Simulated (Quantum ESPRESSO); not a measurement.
# FePt: energy over the lowest, ferro + against volume, fitted and tested on a withheld row

System: FePt, 1 Fe and 1 Pt in the cell, space group P4/mmm. From the study “How volume moves the moments of FePt”.

Method: PBE; plane waves with GBRV 1.5 PBE potentials (Quantum ESPRESSO 7.5). Settings shared by all rows: cutoff 544.23 eV, 12×12×12 k-mesh, fermi-dirac occupations, smearing width 0.05 eV. Only a parallel start was run beside the spinless one, so opposed or spiral orders, which may lie lower, are not probed.

The table, with one value held back:

| volume (factor) | energy over the lowest, ferro + (meV an atom) |
| --- | --- |
| 0.91 | ? |
| 0.94 | 62.8 |
| 0.97 | 22.5 |
| 1 | 2.6 |
| 1.03 | 0.0 |
| 1.06 | 11.7 |
| 1.09 | 35.5 |

Q: What energy over the lowest, ferro + should the row at volume = 0.91 factor hold? Fit a suitable law to the other rows.

**Law.** Energy against volume follows the Birch–Murnaghan form, which is a polynomial in the Eulerian strain: third order, a cubic in t = (V/1)^(−2/3) − 1. In symbols, E = c0 + c1 t + c2 t² + c3 t³, with energy over the lowest, ferro + in meV an atom.

**Fit.** Least squares on 6 rows gives c0 = 2.6389, c1 = 537.274, c2 = 20736.5 and c3 = 10239.8.

```
volume (factor)          t  computed    fit  computed − fit
           0.94   0.042113      62.8  62.81           -0.01
           0.97   0.020514      22.5  22.47            0.03
              1          0       2.6   2.64           -0.04
           1.03  -0.019513       0.0  -0.03            0.03
           1.06  -0.038101      11.7  11.70            0.00
           1.09  -0.055833      35.5  35.50            0.00
```

The slope vanishes at t = -0.01308, so the minimum lies at V = 1 × (1 + t)^(−3/2) = 1.02. That is the minimum of this magnetic state alone.

Shape and fractional positions are held, so this modulus can lie above that of a cell free to relax.

**Prediction.** At volume = 0.91 factor, t = 0.064892, so the law predicts 127.62 meV an atom. The computed value is 127.4 meV an atom, 0.22 below the prediction. The row lies beyond the fitted rows, so this is an extrapolation. The miss is 10 times the rms residual of the fit, 0.02.

[Logs and program files are shortened in this print: banners, set-up blocks, solver, clock and traceback lines can be left out without a mark of their own.]

[Logs are printed without paths, hosts, clocks, repeated set-up lines and the standing remarks that a program may print on its own settings, such as how far it seeks lower states.]

[Hosts, paths, dates, database ids (printed as entryN), source tags and the programs' standing remarks are cut or masked in the printed files.]

[Where a cell is said to come from a database of computed structures, the database is the Materials Project.]
